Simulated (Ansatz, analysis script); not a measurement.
## MnS: spin spirals and exchange

Aim: the energy of MnS as its moments wind into spirals of wavevector q.

Program: Ansatz 0.2.0. Level of theory: PBEsol with U = 4 eV on Mn d (ortho-atomic projectors), PAW set soft_1 (files made for PBE). Results are calculated unless marked as measured.

Report form: the programs' logs are mostly left out.

The database entry behind the starting cell differs from later determinations by our own check (an axis about 0.2 % short against later determinations), so it need not match the best structure at ambient conditions.

## 1. Set-up

It takes space group Fm-3m (No. 225, cubic). Conventional cell: a = 5.209 Å, b = 5.209 Å, c = 5.209 Å, α = 90.00°, β = 90.00°, γ = 90.00°. Nearest to Mn lie 6 S at 2.60 Å. S has 6 Mn at 2.60 Å nearest. Farther neighbours and most contacts between anions are not listed.

## 2. The collinear state

A collinear run comes first: it shows whether moments survive, and how large they are.

input.yaml reads:

```yaml
crystal:
  lattice:
    - [0.0, 2.6045, 2.6045]
    - [2.6045, 0.0, 2.6045]
    - [2.6045, 2.6045, 0.0]
  atoms:
    - { symbol: Mn, position: [0.0, 0.0, 0.0], spin: 4.5 }
    - { symbol: S, position: [0.5, 0.5, 0.5] }
magnetization:
  spin_polarized: true
kpoints:
  mp_grid: { grid: [6, 6, 6] }
hamiltonian:
  xc: pbesol
  hubbard:
    projectors: ortho-atomic
    sites: [{ species: Mn, l: d, u_eff: 4.0 }]
  pseudopotentials: { kind: paw, azcp: { folder: soft_1 }, xc_functional: pbe }
scf:
  occupations: { method: fermi_dirac, width: 0.05 }
  max_iter: 120
  convergence: { dr2_threshold: 1.0e-08 }
output:
  write_density: true
  write_potential: true
  elf: true
  volumetric_format: npy
```

The run is started by

```
$ ansatz run input.yaml --threads 1 --pin off --max-ram 2560MiB --backend cpu --events-out ev --progress --plain --runs-dir out
```

It took 4.5 s on 1 thread of Arm Neoverse V2, shared host; peak memory 0.31 GiB.

Spin moment in the atom's sphere by atom:

| atom | spin moment in the atom's sphere (μB) |
| --- | --- |
| Mn1 | 4.49 |
| S2 | 0.11 |

Tables count atoms from 1; parts of the log count from 0.

The run ends ferromagnetic, with a net moment of 5 μB a cell. With one Mn atom carrying the moment, parallel order of its images is forced by the cell, not found.

Spin density in the ac plane of the conventional cell at fractional y = 0.000, with atoms of Mn and S within 0.2 Å of it.

Ten even steps from '0' (0.01 × 1e0 e/Å³) to '9' (7.51 × 1e0 e/Å³), each cell a mean:
```
62000000000014
10000000000000
00000000000000
00000000000000
00000000000000
00000146200000
00000179300000
00000023100000
00000000000000
00000000000000
00000000000000
21000000000002
93000000000016
```
Columns run along a (5.2 Å), rows up along c (5.2 Å), edges of the conventional cell, whose origin can differ from the input's. Atoms in or near the plane, at fractional coordinates: Mn at (0.00, 0.00), Mn at (0.50, 0.50), S at (0.50, 0.00), S at (0.00, 0.50).

Valence density in the ac plane of the conventional cell at fractional y = 0.000, with atoms of Mn and S within 0.2 Å of it. It is the smooth field of the valence electrons, not physical close to the nuclei.

Ten steps, logarithmic in the rise over the least value, from '0' (0 e/Å³) to '9' (24 e/Å³), each cell a mean:
```
96212332321158
53101233210024
10000112100001
11000011000011
32100244310123
23211488621233
13211599731232
33211367520133
22100123100012
11000011000001
21000122210002
75101333321136
97312321321159
```
Columns run along a (5.2 Å), rows up along c (5.2 Å), edges of the conventional cell, whose origin can differ from the input's. Atoms in or near the plane, at fractional coordinates: Mn at (0.00, 0.00), Mn at (0.50, 0.50), S at (0.50, 0.00), S at (0.00, 0.50).

ELF in the ac plane of the conventional cell at fractional y = 0.000, with atoms of Mn and S within 0.2 Å of it. It is the smooth field of the valence electrons, not physical close to the nuclei.

Values, 13 rows by 14 columns, each cell a mean:
```
0.67 0.50 0.22 0.31 0.75 0.77 0.37 0.25 0.64 0.82 0.52 0.19 0.38 0.62
0.39 0.27 0.14 0.26 0.63 0.81 0.79 0.77 0.82 0.75 0.41 0.15 0.21 0.35
0.22 0.20 0.15 0.15 0.34 0.57 0.68 0.70 0.63 0.45 0.19 0.13 0.18 0.21
0.66 0.60 0.42 0.19 0.14 0.20 0.23 0.24 0.22 0.16 0.14 0.30 0.53 0.64
0.79 0.81 0.72 0.39 0.14 0.18 0.32 0.36 0.25 0.14 0.24 0.61 0.80 0.81
0.29 0.65 0.82 0.52 0.18 0.36 0.60 0.65 0.48 0.22 0.31 0.75 0.79 0.43
0.08 0.54 0.83 0.54 0.20 0.42 0.68 0.74 0.55 0.26 0.32 0.77 0.74 0.21
0.55 0.77 0.80 0.48 0.17 0.30 0.50 0.55 0.39 0.18 0.29 0.71 0.81 0.62
0.82 0.79 0.63 0.30 0.13 0.15 0.22 0.24 0.17 0.12 0.20 0.50 0.73 0.81
0.45 0.40 0.27 0.14 0.18 0.32 0.40 0.41 0.37 0.26 0.14 0.21 0.36 0.44
0.22 0.17 0.12 0.18 0.46 0.71 0.80 0.81 0.76 0.59 0.29 0.13 0.14 0.20
0.52 0.38 0.18 0.28 0.70 0.82 0.67 0.59 0.77 0.79 0.48 0.16 0.27 0.48
0.73 0.55 0.25 0.32 0.77 0.75 0.23 0.10 0.54 0.83 0.54 0.19 0.42 0.67
```
Columns run along a (5.2 Å), rows up along c (5.2 Å), edges of the conventional cell, whose origin can differ from the input's. Atoms in or near the plane, at fractional coordinates: Mn at (0.00, 0.00), Mn at (0.50, 0.50), S at (0.50, 0.00), S at (0.00, 0.50).

Each spiral starts from these moments, tilted 90° from the rotation axis z (a flat spiral), and is free to relax. Spin–orbit coupling is switched off, so the energy does not depend on how the axis lies in the crystal. The folder named start holds the saved collinear state, from which each run begins.

The runs on spinors take the mesh 8×8×8.

## 3. q = (0, 0, 0)

The reference is the same input at q = 0, so that basis and exchange-correlation form match those at other q. Every q is chosen so that q/2 is a mesh vector: every spiral then samples the k-points of q = 0, and much mesh noise cancels.

input.yaml, the sections that differ from step 2:

```yaml
crystal:
  lattice:
    - [0.0, 2.6045, 2.6045]
    - [2.6045, 0.0, 2.6045]
    - [2.6045, 2.6045, 0.0]
  atoms:
    - { symbol: Mn, position: [0.0, 0.0, 0.0], spin: 4.49, spin_axis: [1.0, 0.0, 0.0] }
    - { symbol: S, position: [0.5, 0.5, 0.5] }
kpoints:
  mp_grid: { grid: [8, 8, 8] }
basis:
  ecutwfc: 420.0
magnetization:
  noncollinear: true
  spin_spiral: { q: [0.0, 0.0, 0.0] }
checkpoint:
  read: start
# hamiltonian, scf: as in step 2
# output: removed
```

Elapsed: 95 s, on 1 thread; peak memory 1.4 GiB.

The largest moment is 4.49 μB, against 4.49 μB in the collinear run.

## 4. q = (0, 0, 0.25)

Only q changes. The cell stays that of the crystal, since the generalised Bloch theorem carries the rotation from cell to cell.

input.yaml: that of step 3 with these lines changed.

```diff
@@ -24,3 +24,3 @@
   noncollinear: true
-  spin_spiral: { q: [0.0, 0.0, 0.0] }
+  spin_spiral: { q: [0.0, 0.0, 0.25] }
 checkpoint:
```

Wall time 1.9 min (1 thread); peak memory 1.5 GiB.

The energy of the cell lies 35.6 meV below that at q = 0, and the largest moment is 4.44 μB against 4.49 μB.

## 5. q = (0.25, 0, 0.25)

input.yaml: that of step 4 with these lines changed.

```diff
@@ -24,3 +24,3 @@
   noncollinear: true
-  spin_spiral: { q: [0.0, 0.0, 0.25] }
+  spin_spiral: { q: [0.25, 0.0, 0.25] }
 checkpoint:
```

It took 1.9 min on 1 thread; peak memory 1.5 GiB.

The energy of the cell lies 31.2 meV below that at q = 0, and the largest moment is 4.45 μB against 4.49 μB.

## 6. q = (0.5, 0.25, 0.5)

input.yaml: that of step 5 with these lines changed.

```diff
@@ -24,3 +24,3 @@
   noncollinear: true
-  spin_spiral: { q: [0.25, 0.0, 0.25] }
+  spin_spiral: { q: [0.5, 0.25, 0.5] }
 checkpoint:
```

Run time: 2.1 min. Hardware: 1 thread; peak memory 1.5 GiB.

The energy of the cell lies 39.1 meV below that at q = 0, and the largest moment is 4.44 μB against 4.49 μB.

## 7. q = (0.5, 0.5, 0.75)

input.yaml: that of step 6 with these lines changed.

```diff
@@ -24,3 +24,3 @@
   noncollinear: true
-  spin_spiral: { q: [0.5, 0.25, 0.5] }
+  spin_spiral: { q: [0.5, 0.5, 0.75] }
 checkpoint:
```

The job ended after 2.3 min (1 thread; peak memory 1.5 GiB).

The energy of the cell lies 39.1 meV below that at q = 0, and the largest moment is 4.44 μB against 4.49 μB.

The other 5 runs of this kind were made alike; their results stand in the table below.

## 8. The spirals together

| q (reciprocal lattice) | path length (1/Å) | E(q) − E(0) (meV a magnetic atom) | \|m\| Mn no. 1 (μB) |
| --- | --- | --- | --- |
| (0, 0, 0) | 0.000 | 0.00 | 4.49 |
| (0.25, 0, 0.25) | 0.603 | -31.22 | 4.45 |
| (0.5, 0, 0.5) | 1.206 | -17.47 | 4.47 |
| (0.5, 0.25, 0.5) | 1.729 | -39.15 | 4.44 |
| (0.5, 0.25, 0.75) | 2.251 | -35.86 | 4.44 |
| (0.5, 0.5, 0.75) | 2.773 | -39.15 | 4.44 |
| (0.25, 0.25, 0.5) | 3.295 | -46.49 | 4.43 |
| (0, 0, 0.25) | 3.818 | -35.57 | 4.44 |
| (0, 0, 0) | 4.340 | 0.00 | 4.49 |
| (0.25, 0.25, 0.25) | 4.862 | -35.57 | 4.44 |
| (0.5, 0.5, 0.5) | 5.385 | -53.64 | 4.41 |

## 9. What came out

```
lowest point of the path : q = (0.5, 0.5, 0.5), -53.6 meV a magnetic atom from q = 0
highest point            : 0 meV a magnetic atom
```

The state at q = (0.5, 0.5, 0.5) lies 53.6 meV a magnetic atom below the ferromagnetic start, so that start is not the lowest state; a flat spiral with q made of halves, on one magnetic atom a cell, is a collinear order of a doubled cell. The moments change by at most 2 % from their size at q = 0, so they are well localised. No spin model is given, since the independent points are too few for the number of shells that the script fitted. The 10 spiral runs took 22 min of wall time, added up.

[Logs and program files are shortened in this print: banners, set-up blocks, solver, clock and traceback lines can be left out without a mark of their own.]

[Logs are printed without paths, hosts, clocks, repeated set-up lines and the standing remarks that a program may print on its own settings, such as how far it seeks lower states.]

[Hosts, paths, dates, database ids (printed as entryN), source tags and the programs' standing remarks are cut or masked in the printed files.]
